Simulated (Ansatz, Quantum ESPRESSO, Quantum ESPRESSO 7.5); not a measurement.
# Band edges of honeycomb PN, 1 layer under strain

Wanted: deformation of the bands of honeycomb PN, 1 layer, driven from Python.

Method: plane-wave DFT, PBE, GBRV ultrasoft pseudopotentials (geometry by Ansatz 0.2.0 with PAW datasets; geometry under PBE), in Quantum ESPRESSO 7.5.

## 1. The starting structure

The cell holds 2 atoms: 1 N and 1 P. Cell: a = 2.730 Å, b = 2.730 Å, c = 15.860 Å, α = 90.0°, β = 90.0°, γ = 120.0°. It derives from PN. Vacuum lies along c.

Coordinates:

```cif
data_structure
_symmetry_space_group_name_H-M 'P 1'
_symmetry_Int_Tables_number 1
_cell_length_a 2.7300
_cell_length_b 2.7300
_cell_length_c 15.8600
_cell_angle_alpha 90.000
_cell_angle_beta 90.000
_cell_angle_gamma 120.000
_cell_volume 102.37
loop_
_atom_site_label
_atom_site_type_symbol
_atom_site_fract_x
_atom_site_fract_y
_atom_site_fract_z
_atom_site_occupancy
N1 N 0.66667 0.33333 0.47289 1
P2 P 0.33333 0.66667 0.52711 1
```

This sheet is a model structure: its symmetry is held, and its stability is not tested here.

## 2. Geometry from Ansatz

The geometry comes first, from a plane-wave PAW code, so that the later runs on this slab share one structure.

input.yaml

```yaml
crystal:
  lattice:
    - [2.73, 0.0, 0.0]
    - [-1.365, 2.3642493523, 0.0]
    - [0.0, 0.0, 15.86]
  atoms:
    - { symbol: "N", position: [0.6666666667, 0.3333333333, 0.472887768] }
    - { symbol: P, position: [0.3333333333, 0.6666666667, 0.527112232] }
kpoints:
  mp_grid: { grid: [12, 12, 1] }
hamiltonian:
  xc: pbe
scf:
  occupations: { method: fermi_dirac, width: 0.05 }
  convergence: { dr2_threshold: 1.0e-08 }
efield:
  axis: 3
  dipole_correction: true
  ramp_position: 0.97
  ramp_width: 0.04
relax:
  f_tol: 0.01
  cell: { fix: [c, alpha, beta] }
output:
  write_potential: true
  write_density: true
  volumetric_format: npy
```

Launch:

```bash
$ ansatz run input.yaml --threads 2 --pin off --max-ram 4096MiB --backend cpu --events-out ev --progress --plain --runs-dir out
```

Numbers of over 12 decimals in the logs are rounded to 6 here.

The program printed:

```text
Warning: relax.cell: scf.convergence.dr2_threshold = 1e-8 eV is looser than the 2e-10 eV advised for a relaxation that steers and ends on the stress (1e-10 eV for each atom of the cell: 2). What an SCF threshold leaves in a stress goes as its square root, and in the free energy as the threshold itself, and one threshold admits the most on a small cell: [figures from the program's tests cut] Set scf.convergence.dr2_threshold to 2e-10 eV or tighter. The threshold is an SCF's pass mark: one that does not reach it within its budget of iterations ends unconverged, or closes short of it on a stop that the run arms, and scf.convergence.dr2_threshold's page says what that costs each kind of run
Engine: ansatz 0.2.0, aarch64-unknown-linux-gnu
Pseudopotentials: kind: paw
Pseudopotential: N, paw, valence charge 5, recommended cutoff 420 eV (normal), N.paw.azcp
Pseudopotential: P, paw, valence charge 5, recommended cutoff 420 eV (normal), P.paw.azcp
Functional definition: PBE
  parameter kappa = 0.804
  parameter beta = 0.066725
  exchange = pbe_x(kappa = kappa, mu = beta*pi^2/3)
  correlation = pbe_c(beta = beta)
Crystal: 2 atoms, lattice volume = 102.367 Å³
Basis set: ecut = 420 eV, 1991 PW (Γ), exchange–correlation on 40×40×216 points (8 copies of the dense FFT grid, shifted against one another)
Bands: 9, of which v1, the nominal top of the filled ones, is band 5 counted from 1 (4 counted from 0)
Symmetry: 6 space group operations
Space group: P3m1 (ITA 156), of the structure as read, at distance tolerance 4.7e-5 Å
k-points: 19 of 144 (time reversal used)
Non-local potential: N, projectors of the file, l = 0: 2, l = 1: 2, l = 2: 1
Non-local potential: P, projectors of the file, l = 0: 2, l = 1: 2, l = 2: 2
PAW form: soft (Blöchl's): semilocal exchange-correlation on the pseudo side does not see the compensation charge
PAW one-centre angular grid: N, 110 points (default); XC on 64 Gauss nodes
PAW one-centre angular grid: P, 110 points (default); XC on 64 Gauss nodes
Initial density: superposition of atomic densities (neutral atoms: chi_scale 0, normalization atom), corrected by the library's trained network
Initial wavefunctions: pseudopotential atomic-orbital guess
Functional: x = pbe(κ = 0.804, μ = 0.219515), c = pbe(β = 0.066725)
SCF iter   1: F=—  HF=-1139.084248 eV  |F-HF|=—  |Δ(HF+E_count)|=         —  Δρ=5.55e-3  dr2=5.08e-2  ethr=1.77e-3  p=0.050 e·Å  D=8.76e-2 V/Å  ΔV_dip=-1.39 eV  dr2_dipole=8.21e-3  V_vac-E_F(+/−)=5.17/6.55 eV  ⟨swp⟩=8.6  Hψ=1840  notcnv=0
efield: sawtooth ramp at fractional position 0.9700 (set: `efield.ramp_position`, or a place that a band, a saddle search or an elastic batch's reference lends), width 0.0400; the density the first Hamiltonian is built on has a dipole p = 0.050 e·Å; the dipole correction subtracts the counter field D = 8.76e-2 V/Å, which shifts the + side's vacuum level by -1.39 eV against the − side's; the planar-averaged density in the ramp window peaks in size at 1.7e-4 e/Å³
preconditioner: auto → none  [insulator: Δε(μ)=1.847 eV  Ē_g=13.860 eV  σ=0.050 eV  W_gap=1.00  n_scr=8 (ndim 8)  ℏωp=11.6 eV  f_vac=0.694  D(μ)=0.00/eV (n_scr^D=0)  ε∞_Penn≈1.7]
SCF iter   2: F=—  HF=-1139.095617 eV  |F-HF|=—  |Δ(HF+E_count)|=   1.14e-2  Δρ=6.58e-3  dr2=1.10e-1  ethr=5.08e-4  p=0.001 e·Å  D=2.41e-3 V/Å  ΔV_dip=-0.04 eV  dr2_dipole=1.56e-2  V_vac-E_F(+/−)=6.08/6.12 eV  ⟨swp⟩=4.1  Hψ=547  notcnv=0
SCF iter   3: F=—  HF=-1139.074310 eV  |F-HF|=—  |Δ(HF+E_count)|=   2.13e-2  Δρ=2.05e-3  dr2=4.04e-3  ethr=5.08e-4  p=0.024 e·Å  D=4.22e-2 V/Å  ΔV_dip=-0.67 eV  dr2_dipole=1.90e-4  V_vac-E_F(+/−)=5.71/6.38 eV  ⟨swp⟩=3.1  Hψ=374  notcnv=0
SCF iter   4: F=—  HF=-1139.074554 eV  |F-HF|=—  |Δ(HF+E_count)|=   2.44e-4  Δρ=4.69e-4  dr2=1.53e-4  ethr=4.04e-5  p=0.025 e·Å  D=4.35e-2 V/Å  ΔV_dip=-0.69 eV  dr2_dipole=5.61e-6  V_vac-E_F(+/−)=5.72/6.41 eV  ⟨swp⟩=2.9  Hψ=346  notcnv=0
SCF iter   5: F=—  HF=-1139.074668 eV  |F-HF|=—  |Δ(HF+E_count)|=   1.14e-4  Δρ=1.39e-4  dr2=2.04e-5  ethr=1.53e-6  p=0.024 e·Å  D=4.26e-2 V/Å  ΔV_dip=-0.67 eV  dr2_dipole=9.29e-7  V_vac-E_F(+/−)=5.74/6.41 eV  ⟨swp⟩=2.4  Hψ=340  notcnv=0
SCF iter   6: F=—  HF=-1139.074664 eV  |F-HF|=—  |Δ(HF+E_count)|=   4.21e-6  Δρ=3.28e-5  dr2=1.51e-6  ethr=2.04e-7  p=0.024 e·Å  D=4.25e-2 V/Å  ΔV_dip=-0.67 eV  dr2_dipole=2.51e-7  V_vac-E_F(+/−)=5.74/6.41 eV  ⟨swp⟩=2.5  Hψ=267  notcnv=0
SCF iter   7: F=—  HF=-1139.074666 eV  |F-HF|=—  |Δ(HF+E_count)|=   2.63e-6  Δρ=7.66e-6  dr2=8.09e-8  ethr=1.51e-8  p=0.024 e·Å  D=4.28e-2 V/Å  ΔV_dip=-0.68 eV  dr2_dipole=8.44e-9  V_vac-E_F(+/−)=5.73/6.41 eV  ⟨swp⟩=2.7  Hψ=263  notcnv=0
SCF iter   8: F=-1139.074666 eV  HF=-1139.074666 eV  |F-HF|=3.47e-9  |Δ(HF+E_count)|=   5.10e-8  Δρ=1.07e-6  dr2=6.44e-10  ethr=1.00e-10  p=0.024 e·Å  D=4.27e-2 V/Å  ΔV_dip=-0.68 eV  dr2_dipole=1.34e-12  V_vac-E_F(+/−)=5.73/6.41 eV  ⟨swp⟩=11.2  Hψ=1142  notcnv=0
SCF 1 converged in 8 iterations: F = -1139.074666 eV  dr2 = 6.44e-10
  greatest PAW one-centre occupation: 0.811 electrons in one spin orbital (limit 2), on the N atom at site 0 (counted from 0), in its partial waves of l = 0
relax step   1: F+E_penalty+E_count = -1139.07466634 eV  Δ(F+E_penalty+E_count) = +0.000e0 eV  max|allowed force component| = 1.397e-1 eV/Å  Δτ_max = 0.0000 Å  P = +0.046 GPa  Ω = 102.367 Å³  fix = [c, alpha, beta]  reactions: c +0.177 GPa  (8 SCF iters, accepted)
Crystal: 2 atoms, lattice volume = 102.070 Å³
Initial density: handed on by an earlier stage of this run
Initial wavefunctions: those handed on with the density
iter 1 solved again at ethr=3.01e-6 eV; its pass at ethr=3.10e-3 eV (dr2=3.01e-4 eV) is discarded
SCF iter   1: F=—  HF=-1139.075396 eV  |F-HF|=—  |Δ(HF+E_count)|=         —  Δρ=3.97e-4  dr2=3.15e-4  ethr=3.01e-6  p=0.024 e·Å  D=4.27e-2 V/Å  ΔV_dip=-0.68 eV  dr2_dipole=4.66e-5  V_vac-E_F(+/−)=5.75/6.42 eV  ⟨swp⟩=2.6  Hψ=1610  notcnv=0
efield: sawtooth ramp at fractional position 0.9700 (set: `efield.ramp_position`, or a place that a band, a saddle search or an elastic batch's reference lends), width 0.0400; the density the first Hamiltonian is built on has a dipole p = 0.024 e·Å; the dipole correction subtracts the counter field D = 4.27e-2 V/Å, which shifts the + side's vacuum level by -0.68 eV against the − side's; the planar-averaged density in the ramp window peaks in size at 8.0e-7 e/Å³
preconditioner: auto → none  [insulator: Δε(μ)=1.820 eV  Ē_g=14.019 eV  σ=0.050 eV  W_gap=1.00  n_scr=8 (ndim 8)  ℏωp=11.6 eV  f_vac=0.694  D(μ)=0.00/eV (n_scr^D=0)  ε∞_Penn≈1.7]
[...]
preconditioner: auto → none  [insulator: Δε(μ)=1.824 eV  Ē_g=14.002 eV  σ=0.050 eV  W_gap=1.00  n_scr=8 (ndim 8)  ℏωp=11.6 eV  f_vac=0.694  D(μ)=0.00/eV (n_scr^D=0)  ε∞_Penn≈1.7]
SCF iter   2: F=—  HF=-1139.075291 eV  |F-HF|=—  |Δ(HF+E_count)|=   1.01e-5  Δρ=6.24e-5  dr2=7.93e-6  ethr=9.98e-8  p=0.026 e·Å  D=4.53e-2 V/Å  ΔV_dip=-0.72 eV  dr2_dipole=1.02e-6  V_vac-E_F(+/−)=5.72/6.44 eV  ⟨swp⟩=2.0  Hψ=259  notcnv=0
SCF iter   3: F=—  HF=-1139.075289 eV  |F-HF|=—  |Δ(HF+E_count)|=   1.16e-6  Δρ=2.88e-5  dr2=1.82e-6  ethr=7.93e-8  p=0.026 e·Å  D=4.58e-2 V/Å  ΔV_dip=-0.73 eV  dr2_dipole=2.48e-7  V_vac-E_F(+/−)=5.71/6.44 eV  ⟨swp⟩=2.5  Hψ=237  notcnv=0
SCF iter   4: F=—  HF=-1139.075289 eV  |F-HF|=—  |Δ(HF+E_count)|=   3.03e-7  Δρ=1.10e-5  dr2=1.52e-7  ethr=1.82e-8  p=0.026 e·Å  D=4.57e-2 V/Å  ΔV_dip=-0.72 eV  dr2_dipole=1.63e-8  V_vac-E_F(+/−)=5.72/6.44 eV  ⟨swp⟩=1.7  Hψ=197  notcnv=0
SCF iter   5: F=-1139.075289 eV  HF=-1139.075289 eV  |F-HF|=2.10e-9  |Δ(HF+E_count)|=   8.53e-9  Δρ=2.11e-6  dr2=4.45e-9  ethr=1.00e-10  p=0.026 e·Å  D=4.56e-2 V/Å  ΔV_dip=-0.72 eV  dr2_dipole=3.61e-10  V_vac-E_F(+/−)=5.72/6.44 eV  ⟨swp⟩=8.9  Hψ=1200  notcnv=0
SCF 3 converged in 5 iterations: F = -1139.075289 eV  dr2 = 4.45e-9
relax step   3: F+E_penalty+E_count = -1139.07528916 eV  Δ(F+E_penalty+E_count) = +6.302e-7 eV  max|allowed force component| = 1.417e-2 eV/Å  Δτ_max = 0.0002 Å  P = +0.035 GPa  Ω = 102.139 Å³  energy of the carried Pulay correction = +1.310e-4 eV  fix = [c, alpha, beta]  reactions: c +0.010 GPa  (5 SCF iters, accepted)
[...]
relax step   4: F+E_penalty+E_count = -1139.07525939 eV  Δ(F+E_penalty+E_count) = +2.977e-5 eV  max|allowed force component| = 7.924e-5 eV/Å  Δτ_max = 0.0002 Å  P = -0.003 GPa  Ω = 102.216 Å³  energy of the carried Pulay correction = +8.638e-5 eV  fix = [c, alpha, beta]  reactions: c -0.009 GPa  (5 SCF iters, accepted)
Initial wavefunctions: pseudopotential atomic-orbital guess (no wavefunctions were taken with the density)
iter 1 solved again at ethr=1.42e-6 eV; its pass at ethr=3.10e-3 eV (dr2=1.42e-4 eV) is discarded
SCF iter   1: F=—  HF=-1139.075213 eV  |F-HF|=—  |Δ(HF+E_count)|=         —  Δρ=4.25e-6  dr2=1.70e-8  ethr=1.42e-6  p=0.026 e·Å  D=4.59e-2 V/Å  ΔV_dip=-0.73 eV  dr2_dipole=1.22e-9  V_vac-E_F(+/−)=5.71/6.44 eV  ⟨swp⟩=3.4  Hψ=2364  notcnv=0
efield: sawtooth ramp at fractional position 0.9700 (set: `efield.ramp_position`, or a place that a band, a saddle search or an elastic batch's reference lends), width 0.0400; the density the first Hamiltonian is built on has a dipole p = 0.026 e·Å; the dipole correction subtracts the counter field D = 4.59e-2 V/Å, which shifts the + side's vacuum level by -0.73 eV against the − side's; the planar-averaged density in the ramp window peaks in size at 7.6e-7 e/Å³
eigensolver tolerance schedule: the retry pair's looser diagonalisation over-reported the residual by 8383.95 of it (diagonalisation noise at an unbounded share of the residual, at the tolerance the schedule requests for it); recorded, not acted on — ethr = c·dr2/N_el stays at c = 1.0e-1
preconditioner: auto → none  [insulator: Δε(μ)=1.823 eV  Ē_g=13.992 eV  σ=0.050 eV  W_gap=1.00  n_scr=8 (ndim 8)  ℏωp=11.6 eV  f_vac=0.694  D(μ)=0.00/eV (n_scr^D=0)  ε∞_Penn≈1.7]
SCF iter   2: F=—  HF=-1139.075206 eV  |F-HF|=—  |Δ(HF+E_count)|=   7.70e-6  Δρ=5.88e-6  dr2=6.70e-8  ethr=1.70e-10  p=0.026 e·Å  D=4.58e-2 V/Å  ΔV_dip=-0.73 eV  dr2_dipole=8.28e-9  V_vac-E_F(+/−)=5.71/6.44 eV  ⟨swp⟩=4.3  Hψ=434  notcnv=0
SCF iter   3: F=-1139.075206 eV  HF=-1139.075206 eV  |F-HF|=4.73e-10  |Δ(HF+E_count)|=   1.21e-8  Δρ=1.61e-6  dr2=1.04e-9  ethr=1.00e-10  p=0.026 e·Å  D=4.59e-2 V/Å  ΔV_dip=-0.73 eV  dr2_dipole=1.05e-11  V_vac-E_F(+/−)=5.71/6.44 eV  ⟨swp⟩=10.7  Hψ=1576  notcnv=0
SCF 5 converged in 3 iterations: F = -1139.075206 eV  dr2 = 1.04e-9
relax step   5: F+E_penalty+E_count = -1139.07520561 eV  Δ(F+E_penalty+E_count) = +5.378e-5 eV  max|allowed force component| = 3.538e-5 eV/Å  Δτ_max = 0.0000 Å  P = -0.004 GPa  Ω = 102.216 Å³  fix = [c, alpha, beta]  reactions: c -0.001 GPa  stress off target by 6.10e-3 GPa on what of the cell is left free  SCF on the basis re-selected at this cell (its energy is not comparable with the rows above)  (3 SCF iters)
basis re-selected at this cell: Δ(F+E_penalty+E_count) = +5.378e-5 eV, ΔP = -0.001 GPa vs the last step (what re-selecting the basis moved, of the pressure what is left beyond the Pulay correction that the steps carried, after the strain that the cell walked since its last selection, with what the two solves' SCF thresholds leave and, on support functions, any second-order correction that the steps lacked; it is no m [...]
WARN: The output density's exchange-correlation potential varies sharply where the density is thin. Do not read a vacuum level from v_tot or v_xc, or from such a field of the output density. On a cell that repeats whose density bears no net charge and no dipole along the vacuum's axis use v_es (v_loc + v_h of the components); under efield.dipole_correction with no amplitude use v_es + v_field, which holds any externa [...]
SCF converged after 3 iterations
Free energy (F): -1139.075206 eV
Harris-Foulkes:  -1139.075206 eV  (|F-HF|=4.73e-10)
Internal energy: -1139.075206 eV  (E = F + TS)
E sigma→0 (E₀):  -1139.075206 eV
Fermi energy:    -2.643188 eV
Dipole field:    D = 0.045872 V/Å  (p = 0.025912 e·Å, saw-weighted, corrected)
Work function:   Φ+ = 5.7142 eV   Φ− = 6.4417 eV
Levels:          The Fermi level and band energies are counted from a zero that moves with the ramp; work functions are not
--- Per-component energies (eV) ---
  E_band       = -108.856544
  E_kinetic    = 202.547980
  E_local      = -2935.207032  (includes V_loc(G=0)·N_el)
  E_nonlocal   = 78.943038
  E_hartree    = 1354.278094
  E_xc         = -121.846275
  E_vxc        = -137.487250  (∫ρ·V_xc dr)
  E_paw        = -696.104017  (= ΣΔE_a)
  E_vpaw       = -26.138376  (= ΣTr[D̂ρ^β])
  E_aug_tail   = 0.000093  (compensation charges beyond the density's cutoff)
  E_efield     = 0.000594  (sawtooth field / dipole correction)
  E_vefield    = -0.071564  (∫n·V_field dr)
  E_ewald      = 978.312319
  E_smearing   = -0.000000  (= −TS)
  E_closure    = -0.000000  (closes the sum)
  Σ components = -1139.075206   (vs F -1139.075206, Δ=0.00e0)
--- Forces (eV/Å), atoms counted from 1 ---
  atom   1  N      0.00000000     0.00000000    -0.00003787
  atom   2  P      0.00000000    -0.00000000     0.00003288
  max |Σ_I F_I| component: 4.99e-6 eV/Å
--- Stress (GPa, compression-positive) ---
       -0.006103       0.000000      -0.000000
       -0.000000      -0.006103      -0.000000
       -0.000000      -0.000000      -0.000746
  P = ⅓ Tr σ = -0.0043 GPa (-0.043 kbar)
--- Band table (eV; the first three rows and the last of 19) ---
  k-point 0: bands = ["-23.1646", "-11.4543", "-5.9670", "-5.9670", "-4.3532", "1.0711", "2.7609", "3.1719", "3.1719"]
  k-point 1: bands = ["-23.0229", "-11.3304", "-6.7556", "-6.1537", "-4.1960", "1.4994", "2.6591", "3.0706", "3.4124"]
  k-point 2: bands = ["-22.6043", "-11.0194", "-8.3767", "-6.6125", "-3.9286", "1.2194", "2.6981", "3.7853", "3.9234"]
  k-point 18: bands = ["-19.1042", "-14.1504", "-11.8683", "-6.4221", "-4.4548", "-1.2012", "2.4802", "6.2033", "8.4520"]
--- Relaxed structure (4 steps of the walk, 4 accepted, 1 SCFs on fresh bases) ---
  F+E_penalty+E_count = -1139.07520561 eV   max|allowed force component| = 3.538e-5 eV/Å   (the final SCF, on the basis selected at the relaxed cell)
  cell:  # Å, volume = 102.2164 Å³
    - [2.727994, 0, 0]
    - [-1.363997, 2.362512, 0]
    - [0, 0, 15.86]
  atoms:
    - { symbol: N, position: [0.666667, 0.333333, 0.472663] }
    - { symbol: P, position: [0.333333, 0.666667, 0.527337] }
```

Run time: 4.2 s. Hardware: 2 threads of Arm Neoverse V2, shared host; peak memory 0.33 GiB.

Relaxation path:

| step | energy less that of the first step (eV) | largest force component (eV/Å) | pressure (GPa) | volume (Å³) |
| --- | --- | --- | --- | --- |
| 1 | 0.0000 | 0.1397 | 0.05 | 102.37 |
| 2 | -0.0006 | 0.0276 | 0.07 | 102.07 |
| 3 | -0.0006 | 0.0142 | 0.03 | 102.14 |
| 4 | -0.0006 | 0.0001 | 0.00 | 102.22 |
| 5* | -0.0005 | 0.0000 | 0.00 | 102.22 |

Relaxation steps marked * repeat the geometry before them on a plane-wave basis chosen anew for their cell, so energy and pressure can jump there.

Forces are held to the 6 operations that the run works with; a distortion that breaks them can't arise in this run.

| cell as run | before | after | change |
| --- | --- | --- | --- |
| a (Å) | 2.730 | 2.728 | -0.1 % |
| b (Å) | 2.730 | 2.728 | -0.1 % |

The relaxed structure:

```xyz
2
Lattice="2.7280 0.0000 0.0000 -1.3640 2.3625 0.0000 0.0000 0.0000 15.8600" Properties=species:S:1:pos:R:3
N     1.3640    0.7875    7.4964
P     0.0000    1.5750    8.3636
```

Read from the output:

| Item | Value |
| --- | --- |
| free energy | -1139.0752 eV |
| Fermi energy | -2.643 eV |
| gap by band count | 1.823 eV |
| symmetry operations | 6 |
| dipole along the normal | 0.02591 e·Å |
| vacuum level at the upper face over a Fermi level inside the gap | 5.714 eV |
| vacuum level at the lower face over a Fermi level inside the gap | 6.442 eV |

(Part 1 of 2 ends here.)

[Logs are printed without paths, hosts, clocks, repeated set-up lines and the standing remarks that a program may print on its own settings, such as how far it seeks lower states.]

[Hosts, paths, dates, database ids (printed as entryN), source tags and the programs' standing remarks are cut or masked in the printed files.]

[Maps of the electrostatic potential energy from Ansatz leave out the sawtooth potential of an applied field or a dipole correction, so their vacuum need not be flat; planar profiles and work functions include it.]
